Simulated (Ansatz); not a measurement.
## Cs on Al(100): change of the work function

Aim: the work function of Al(100) at several coverages of Cs (hollow site), and the dipole that each adsorbate carries.

Calculated with Ansatz 0.2.0; plane-wave DFT, PBE, Ansatz PAW.

Report form: inputs, costs, results and the conclusion, without the logs.

## (1) The structure

The cell holds 4 atoms: 4 Al. Cell: a = 2.864 Å, b = 2.864 Å, c = 24.075 Å, α = 90.0°, β = 90.0°, γ = 90.0°. Vacuum lies along c.

## (2) The clean slab

The bare slab comes first, as the zero from which every change is counted. The two lowest layers are held at bulk places and the upper ones relax. The dipole correction removes the false field that a one-sided slab makes across the periodic vacuum, so each face gets a flat vacuum level of its own.

File input.yaml:

```yaml
crystal:
  lattice:
    - [2.8637824638, 0.0, 0.0]
    - [0.0, 2.8637824638, 0.0]
    - [0.0, 0.0, 24.075]
  atoms:
    - { symbol: Al, position: [0.5, 0.5, 0.3738317757] }
    - { symbol: Al, position: [0.0, 0.0, 0.4579439252] }
    - { symbol: Al, position: [0.5, 0.5, 0.5420560748] }
    - { symbol: Al, position: [0.0, 0.0, 0.6261682243] }
kpoints:
  mp_grid: { grid: [12, 12, 1] }
hamiltonian:
  xc: pbe
scf:
  occupations: { method: fermi_dirac, width: 0.1 }
  convergence: { dr2_threshold: 1.0e-08 }
efield:
  axis: 3
  dipole_correction: true
  ramp_position: 0.97
  ramp_width: 0.06
relax:
  f_tol: 0.02
  max_steps: 60
  constraints: [{ sites: [0, 1] }]
output:
  write_potential: true
  write_density: true
  volumetric_format: npy
```

The run is started by

```sh
$ ansatz run input.yaml --threads 2 --pin off --max-ram 4096MiB --backend cpu --events-out ev --progress --plain --runs-dir out
```

The job ended after 13 s (2 threads of Intel Xeon Platinum 8259CL at 2.50GHz (Skylake/Cascade Lake), shared host; peak memory 0.45 GiB).

Relaxation path:

```
step  energy less that of the first step (eV)  largest force component (eV/Å)
   1                                   0.0000                          0.0860
   2                                  -0.0007                          0.0199
```

Forces are held to the 8 operations that the program found; a distortion that breaks them can't arise in this run.

The atoms that moved most (Å):

```
atom     dx     dy      dz  length
 Al3  0.000  0.000  -0.016   0.016
 Al4  0.000  0.000   0.011   0.011
```

The relaxed structure:

```cif
data_structure
_symmetry_space_group_name_H-M 'P 1'
_symmetry_Int_Tables_number 1
_cell_length_a 2.8638
_cell_length_b 2.8638
_cell_length_c 24.0750
_cell_angle_alpha 90.000
_cell_angle_beta 90.000
_cell_angle_gamma 90.000
_cell_volume 197.45
loop_
_atom_site_label
_atom_site_type_symbol
_atom_site_fract_x
_atom_site_fract_y
_atom_site_fract_z
_atom_site_occupancy
Al1 Al 0.50000 0.50000 0.37383 1
Al2 Al 0.00000 0.00000 0.45794 1
Al3 Al 0.50000 0.50000 0.54141 1
Al4 Al 0.00000 0.00000 0.62662 1
```

Read from the output:

| Property | Result |
| --- | --- |
| energy at zero smearing | -2149.0408 eV |
| work function, upper face | 4.293 eV |
| dipole along the normal | 3.97e-4 e·Å |

Running mean over 2.025 Å of the planar mean; the ramp of the sawtooth is left out. Electron's electrostatic potential energy less the Fermi level against z:

```
z (Å)  electron's electrostatic potential energy less the Fermi level (eV)
  3.0                                                                 4.30
  3.5                                                                 4.30
  4.0                                                                 4.30
  4.5                                                                 4.30
  5.0                                                                 4.30
  5.5                                                                 4.28
  6.0                                                                 4.23
  6.5                                                                 4.06
  7.0                                                                 3.50
  7.5                                                                 1.87
  8.0                                                               -0.524
  8.5                                                                -2.83
  9.0                                                                -4.18
  9.5                                                                -4.50
 10.0                                                                -4.56
 10.5                                                                -4.57
 11.0                                                                -4.58
 11.5                                                                -4.61
 12.0                                                                -4.62
 12.5                                                                -4.61
 13.0                                                                -4.56
 13.5                                                                -4.49
 14.0                                                                -4.45
 14.5                                                                -4.42
 15.0                                                                -4.25
 15.5                                                                -3.15
 16.0                                                               -0.942
 16.5                                                                 1.48
 17.0                                                                 3.30
 17.5                                                                 4.00
 18.0                                                                 4.21
 18.5                                                                 4.27
 19.0                                                                 4.29
 19.5                                                                 4.29
 20.0                                                                 4.29
 20.5                                                                 4.29
 21.0                                                                 4.29
```

The relaxation took 2 steps and lowered the energy by 7.4e-4 eV; the largest force on the free atoms ends at 0.020 eV/Å.

The work function of the upper face is 4.29 eV.

## (3) The covered slab, k-mesh 4×4×1, coverage 0.111 ML

System of this step: Cs/Al(100). The cell holds 37 atoms: 36 Al and 1 Cs. Its edges and angles: a = 8.591 Å, b = 8.591 Å, c = 27.253 Å, α = 90.0°, β = 90.0°, γ = 90.0°. Vacuum lies along c.

The clean slab as it ended is repeated in the plane and the adsorbate is set on one face; the cell's size fixes the coverage, and the k-mesh shrinks with it to keep the sampling density about even. Adsorbate and upper layers relax, since the dipole depends on the height.

File input.yaml:

```yaml
crystal:
  lattice:
    - [8.5913473914, 0.0, 0.0]
    - [0.0, 8.5913473914, 0.0]
    - [0.0, 0.0, 27.2534153413]
  atoms:
    - { symbol: Al, position: [0.1666666667, 0.1666666667, 0.33023384] }
    - { symbol: Al, position: [0.0, 0.0, 0.4045364539] }
    - { symbol: Al, position: [0.1666666667, 0.1666666667, 0.47826418] }
    - { symbol: Al, position: [0.0, 0.0, 0.5535412738] }
    - { symbol: Al, position: [0.1666666667, 0.5, 0.33023384] }
    - { symbol: Al, position: [0.0, 0.3333333333, 0.4045364539] }
    - { symbol: Al, position: [0.1666666667, 0.5, 0.47826418] }
    - { symbol: Al, position: [0.0, 0.3333333333, 0.5535412738] }
[... 25 atom lines left out ...]
    - { symbol: Al, position: [0.6666666667, 0.6666666667, 0.4045364539] }
    - { symbol: Al, position: [0.8333333333, 0.8333333333, 0.47826418] }
    - { symbol: Al, position: [0.6666666667, 0.6666666667, 0.5535412738] }
    - { symbol: Cs, position: [0.1666666667, 0.1666666667, 0.66976616] }
kpoints:
  mp_grid: { grid: [4, 4, 1] }
hamiltonian:
  xc: pbe
scf:
  occupations: { method: fermi_dirac, width: 0.1 }
  convergence: { dr2_threshold: 1.0e-08 }
efield:
  axis: 3
  dipole_correction: true
  ramp_position: 0.97
  ramp_width: 0.06
relax:
  f_tol: 0.02
  max_steps: 60
  constraints:
    - { sites: [0, 1, 4, 5, 8, 9, 12, 13, 16, 17, 20, 21, 24, 25, 28, 29, 32, 33] }
output:
  write_potential: true
  write_density: true
  volumetric_format: npy
```

Run time: 3.1 min. Hardware: 2 threads; peak memory 2.7 GiB.

The steps of the relaxation:

```
step  energy less that of the first step (eV)  largest force component (eV/Å)
   1                                   0.0000                          0.0949
   2                                  -0.0095                          0.0183
```

Forces are held to the 8 operations that the program found; a distortion that breaks them can't arise in this run.

The atoms that moved most (Å):

```
atom      dx      dy      dz  length
Cs37   0.000   0.000  -0.045   0.045
 Al4  -0.009  -0.009  -0.038   0.041
Al16   0.009  -0.009  -0.038   0.041
 Al8  -0.009   0.009  -0.038   0.041
Al20   0.009   0.009  -0.038   0.041
Al36   0.000   0.000   0.012   0.012
Al31  -0.003   0.003   0.009   0.010
Al23   0.003  -0.003   0.009   0.010
```

The relaxed structure:

```cif
data_structure
_symmetry_space_group_name_H-M 'P 1'
_symmetry_Int_Tables_number 1
_cell_length_a 8.5913
_cell_length_b 8.5913
_cell_length_c 27.2534
_cell_angle_alpha 90.000
_cell_angle_beta 90.000
_cell_angle_gamma 90.000
_cell_volume 2011.61
loop_
_atom_site_label
_atom_site_type_symbol
_atom_site_fract_x
_atom_site_fract_y
_atom_site_fract_z
_atom_site_occupancy
Al1 Al 0.16667 0.16667 0.33023 1
Al2 Al 0.00000 0.00000 0.40454 1
Al3 Al 0.16667 0.16667 0.47820 1
Al4 Al 0.99891 0.99891 0.55213 1
Al5 Al 0.16667 0.50000 0.33023 1
Al6 Al 0.00000 0.33333 0.40454 1
Al7 Al 0.16667 0.50028 0.47846 1
Al8 Al 0.99891 0.33442 0.55213 1
Al9 Al 0.16667 0.83333 0.33023 1
Al10 Al 0.00000 0.66667 0.40454 1
Al11 Al 0.16667 0.83305 0.47846 1
Al12 Al 0.99992 0.66667 0.55392 1
Al13 Al 0.50000 0.16667 0.33023 1
Al14 Al 0.33333 0.00000 0.40454 1
Al15 Al 0.50028 0.16667 0.47846 1
Al16 Al 0.33442 0.99891 0.55213 1
Al17 Al 0.50000 0.50000 0.33023 1
Al18 Al 0.33333 0.33333 0.40454 1
Al19 Al 0.50036 0.50036 0.47861 1
Al20 Al 0.33442 0.33442 0.55213 1
Al21 Al 0.50000 0.83333 0.33023 1
Al22 Al 0.33333 0.66667 0.40454 1
Al23 Al 0.50036 0.83297 0.47861 1
Al24 Al 0.33341 0.66667 0.55392 1
Al25 Al 0.83333 0.16667 0.33023 1
Al26 Al 0.66667 0.00000 0.40454 1
Al27 Al 0.83305 0.16667 0.47846 1
Al28 Al 0.66667 0.99992 0.55392 1
Al29 Al 0.83333 0.50000 0.33023 1
Al30 Al 0.66667 0.33333 0.40454 1
Al31 Al 0.83297 0.50036 0.47861 1
Al32 Al 0.66667 0.33341 0.55392 1
Al33 Al 0.83333 0.83333 0.33023 1
Al34 Al 0.66667 0.66667 0.40454 1
Al35 Al 0.83297 0.83297 0.47861 1
Al36 Al 0.66667 0.66667 0.55398 1
Cs37 Cs 0.16667 0.16667 0.66810 1
```

Read from the output:

```yaml
energy_at_zero_smearing: -25013.1807 eV
work_function_upper_face: 1.616 eV
work_function_lower_face: 4.308 eV
dipole_along_the_normal: 1.098 e·Å
step_between_the_vacuum_levels: -2.693 eV
```

Running mean over 2.025 Å of the planar mean; the ramp of the sawtooth is left out. The electron's electrostatic potential energy less the Fermi level by z:

```
z (Å)  electron's electrostatic potential energy less the Fermi level (eV)
  3.5                                                                 4.31
  4.0                                                                 4.31
  4.5                                                                 4.31
  5.0                                                                 4.30
  5.5                                                                 4.29
  6.0                                                                 4.24
  6.5                                                                 4.07
  7.0                                                                 3.51
  7.5                                                                 1.89
  8.0                                                               -0.511
  8.5                                                                -2.82
  9.0                                                                -4.17
  9.5                                                                -4.50
 10.0                                                                -4.55
 10.5                                                                -4.57
 11.0                                                                -4.57
 11.5                                                                -4.58
 12.0                                                                -4.59
 12.5                                                                -4.59
 13.0                                                                -4.57
 13.5                                                                -4.54
 14.0                                                                -4.53
 14.5                                                                -4.48
 15.0                                                                -4.25
 15.5                                                                -3.15
 16.0                                                                -1.09
 16.5                                                                0.875
 17.0                                                                 1.90
 17.5                                                                 1.69
 18.0                                                                 1.13
 18.5                                                                0.859
 19.0                                                                0.947
 19.5                                                                 1.21
 20.0                                                                 1.47
 20.5                                                                 1.58
 21.0                                                                 1.60
 21.5                                                                 1.61
 22.0                                                                 1.61
 22.5                                                                 1.61
 23.0                                                                 1.62
 23.5                                                                 1.62
 24.0                                                                 1.62
```

The relaxation took 2 steps and lowered the energy by 0.0095 eV; the largest force on the free atoms ends at 0.018 eV/Å.

The covered face has 1.62 eV, -2.68 eV against the clean one; the bare back face has moved by +0.01 eV, a measure of how thin the slab is.

(Part 1 of 2 ends here.)

[Long decimals in the printed logs are rounded to 6 places.]

[Logs are printed without paths, hosts, clocks, repeated set-up lines and the standing remarks that a program may print on its own settings, such as how far it seeks lower states.]

[Hosts, paths, dates, database ids (printed as entryN), source tags and the programs' standing remarks are cut or masked in the printed files.]

[Maps of the electrostatic potential energy from Ansatz leave out the sawtooth potential of an applied field or a dipole correction, so their vacuum need not be flat; planar profiles and work functions include it.]
